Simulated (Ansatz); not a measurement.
Rows from a G0W0 calculation on KMgF3 (Pm-3m) (Ansatz 0.2.0; G0W0 on PBE, plane waves, PAW; 4×4×4 mesh, 406 empty bands, screening to 200 eV), in eV. Spin-orbit coupling is left out.

```tsv
row	k	band	start	Σx	Σc at the solution	Vxc
A	Γ	v1	2.531	-31.817	5.149	-24.004
B	(-0.500, -0.500, -0.500)	c1	13.313	-6.242	-3.647	-11.915
C	Γ	c1	10.186	-7.222	-3.307	-11.902
D	(-0.500, -0.500, -0.500)	v1	2.852	-32.069	5.269	-24.151
E	Γ	c2	12.941	-5.039	-3.546	-10.466
```

**Question.** Give the quasiparticle energies and the shift of each level.

The quasiparticle equation reads E = start + Σx + Σc(E) − Vxc.

```tsv
row	E (eV)	shift (eV)
A	-0.133	−2.664
B	15.340	+2.026
C	11.559	+1.373
D	0.203	−2.649
E	14.823	+1.881
```

Limits: not at the basis limit; coarse k mesh.

[Paths, hosts, dates, memory and timing lines, banners, echoed tables and standing remarks are left out of the program output.]

[Logs are printed without paths, hosts, clocks, repeated set-up lines and the standing remarks that a program may print on its own settings, such as how far it seeks lower states.]

[Runs of the session that timed out or met a known fault of the program may be left out.]

[Cells called generated may have been cut or substituted from an entry of the Crystallography Open Database or the Materials Project.]

[Hosts, paths, dates, database ids (printed as entryN), source tags and the programs' standing remarks are cut or masked in the printed files.]
